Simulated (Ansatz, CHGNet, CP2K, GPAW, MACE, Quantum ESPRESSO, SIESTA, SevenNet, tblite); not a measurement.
## Finding the fault: GPAW, random wurtzite alloy of AlN and GaN (72 atoms)

Program: GPAW 26.7.0, a calculation on a cell of 22 Ga, 36 N and 14 Al, 11.0 Å³ an atom.

Input file run.py:

```python
import numpy as np
from ase.io import read
from gpaw import GPAW, FermiDirac

atoms = read("structure.xyz")
atoms.calc = GPAW(
    mode="lcao",
    basis="dzp",
    h=0.45,
    xc="PBE",
    kpts={"size": (1, 1, 1), "gamma": True},
    occupations=FermiDirac(0.05),
    maxiter=60,
    symmetry={"point_group": False},
    txt="gpaw.txt",
)
energy = atoms.get_potential_energy(force_consistent=True)
forces = atoms.get_forces()
print(f"energy {energy:.6f} eV")
print("forces (eV/A)")
for i, (a, f) in enumerate(zip(atoms, forces)):
    print(f"{i:4d} {a.symbol:2s} {f[0]:10.5f} {f[1]:10.5f} {f[2]:10.5f}")
print(f"Fermi level {atoms.calc.get_fermi_level():.4f} eV")
for k in range(len(atoms.calc.get_ibz_k_points())):
    for s in range(atoms.calc.get_number_of_spins()):
        e = atoms.calc.get_eigenvalues(kpt=k, spin=s)
        n = np.searchsorted(e, atoms.calc.get_fermi_level())
        print(f"k {k} spin {s} levels about the Fermi level:", np.round(e[max(n - 6, 0):n], 4).tolist(), "|", np.round(e[n:n + 6], 4).tolist())
```

Input file structure.xyz:

```xyz
72
Lattice="9.47730 0.00000 0.00000 -4.73865 8.20758 0.00000 0.00000 0.00000 10.21220" Properties=species:S:1:pos:R:3 pbc="T T T"
Ga 4.72420 8.20405 0.00725
N -0.02701 1.85984 0.65552
Al -0.03161 1.83037 2.54182
N 9.40944 0.03874 3.15424
Ga 0.01360 0.02487 5.13061
N -0.01322 1.81133 5.73129
Al -0.03170 1.80542 7.67937
N 0.02369 0.03825 8.27770
Ga 7.87208 2.76210 0.02308
N -1.66341 4.54183 0.62335
[... 58 atom lines left out ...]
Al 3.18864 5.41881 5.14879
N 3.16442 7.28628 5.67941
Ga 3.12519 7.30319 7.64210
N 3.09292 5.46395 8.29118
```

Started as:

```console
> OMP_NUM_THREADS=1 python run.py > output.txt
```

The log of the run:

```text
energy 11.484183 eV
forces (eV/A)
   0 Ga    0.90397    1.50273   -0.45749
   1 N   230.12362   77.82830  115.77534
   2 Al    0.18812    2.03848    0.31699
   3 N  -325.22895  189.22640 -184.88534
   4 Ga   -0.13958   -0.49894   -1.00621
   5 N    90.61020  -41.01547  -87.76690
   6 Al   -0.00128    2.47313   -0.11644
   7 N   184.95416  300.81082 -122.48859
   8 Ga    0.79651   -2.64430   -0.36826
   9 N   -45.20043  250.72534  -96.77159
  10 Ga    1.43387    1.26382    0.35162
  11 N  -152.83147  112.99440 -133.44119
  12 Ga   -0.21436   -2.11641    1.24763
  13 N   105.50828   55.36444  153.85540
  14 Al    1.13717    1.84097   -0.21999
  15 N   -11.80870   54.67000 -154.40112
  16 Ga   -1.32067    1.86390   -0.47935
  17 N    62.54957  161.93315 -171.66461
  18 Al    1.23394   -0.13753   -0.90191
  19 N   -40.61708 -265.30077  -92.12168
  20 Ga   -0.08329    0.01126    0.06643
  21 N    -9.58591  -83.15557 -208.29755
  22 Ga    0.69779   -0.35393    0.37932
  23 N   171.76152 -264.21037 -213.93869
[...]
64 Ga    0.23133    1.11144    0.72509
  65 N   152.15750  -42.65327  -10.91907
  66 Ga   -1.73502   -0.73941    0.95609
  67 N   -71.13485 -290.75539 -228.35547
  68 Al    2.15181    1.44119   -1.14476
  69 N   -35.51351   85.47818 -204.32262
  70 Ga    0.27160   -0.82571   -0.14547
  71 N   -43.85271   79.20530  -42.94594
Fermi level 9.4621 eV
k 0 spin 0 levels about the Fermi level: [7.8311, 8.1156, 8.1955, 8.2615, 8.3809, 8.7029] | [10.2273, 10.3322, 10.4753, 10.8398, 10.9257, 10.9707]
```

gpaw.txt:

```text
Input parameters:
  mode=LCAO(),
  basis={'default': 'dzp'},
  h=0.45,
  kpts=MonkhorstPack(size=(1, 1, 1), gamma=True),
  maxiter=60,
  occupations=Occupations(name='fermi-dirac', width=0.05, fixmagmom=False),
  symmetry=Symmetry(point_group=False),
  xc=XC(name='PBE')
Unit cell  # Å
| periodic |         x |        y |         z |   lengths |     angles |
|----------|-----------|----------|-----------|-----------|------------|
|      yes |  9.477300 | 0.000000 |  0.000000 |  9.477300 |  90.000000 |
[... lines left out ...]
  Fermi-Dirac:
[... lines left out ...]
convergence criteria:
- Maximum [total energy] change in last 3 cyles: 0.0005 eV / valence electron
[... lines left out ...]
Converged in 11 steps
SCF loop duration: 45.296 s (4.118 s/step)
Energy contributions relative to reference atoms: (reference = -1309252.673498)
Energy contributions:
  Kinetic:        1376.708623
  Coulomb:       -1094.583181
  Zero:            395.482564
  External:          0.000000
  Xc:             -666.123822
  Entropy:          -0.000001
  Spinorbit:         0.000000
  ----------------------------
  Free energy:      11.484183
  Extrapolated:     11.484184
dipole moment: (-1.367192, 23.224387, -28.148903)  # |e|*Ang
Fermi level: 9.462
Eigenvalues  # (at kpt = [0.000, 0.000, 0.000])
| band index |      eig [eV] | occ [0-2] |
|------------|---------------|-----------|
|          0 |        -8.770 |     2.000 |
|        ... |               |           |
|        136 |         7.632 |     2.000 |
|        137 |         7.702 |     2.000 |
[...]
|        151 |        11.372 |     0.000 |
|        ... |               |           |
|        176 |        13.079 |     0.000 |
Gap: 1.524 eV
Transition (v -> c):
  (s=0, k=0, n=143, [0.00, 0.00, 0.00]) -> (s=0, k=0, n=144, [0.00, 0.00, 0.00])
No difference between direct/indirect transitions
Force computation time: 11.915  # s
timing:  # [seconds]
  Total:  65.372  # ━━━━━━━━━━━━━━━━━━━━━━━━━━━━━━━━━━━━━━━━━━━━━━━━━━━━━━━━━
  Init:    8.122  # ━━━━━━━
  SCF:    45.296  # ━━━━━━━━━━━━━━━━━━━━━━━━━━━━━━━━━━━━━━━╸
  Forces: 11.915  # ━━━━━━━━━━╸
```

Wall time 67 s (1 thread of Arm Neoverse V1, shared host); peak memory 0.34 GiB.

Banners, paths, timers and routine set-up lines are dropped from the logs unmarked, and long logs keep their key lines alone; longer cuts are marked.

Against a plane-wave PBE reference and this program's sound run:

- r.m.s. difference of force components: 116500 meV/Å
- longest difference of force vectors: 420700 meV/Å
- force difference over r.m.s. force: 15370 %
- slope of forces against the reference's: -8.594
- energy less the same-level run's: 6213 meV/atom
- r.m.s. force difference from the same-level run: 116400 meV/Å

Why should this run not be trusted?

A grid far too coarse: grid spacing 0.45 Å. The sound run has grid spacing 0.18 Å.

The run converged all the same, so the exit status doesn't show the fault.

[Also dropped from logs without a mark: logging warnings of Python, and SIESTA's first energy breakdown and zero terms.]

[Logs are printed without paths, hosts, clocks, repeated set-up lines and the standing remarks that a program may print on its own settings, such as how far it seeks lower states.]

[Hosts, paths, dates, database ids (printed as entryN), source tags and the programs' standing remarks are cut or masked in the printed files.]
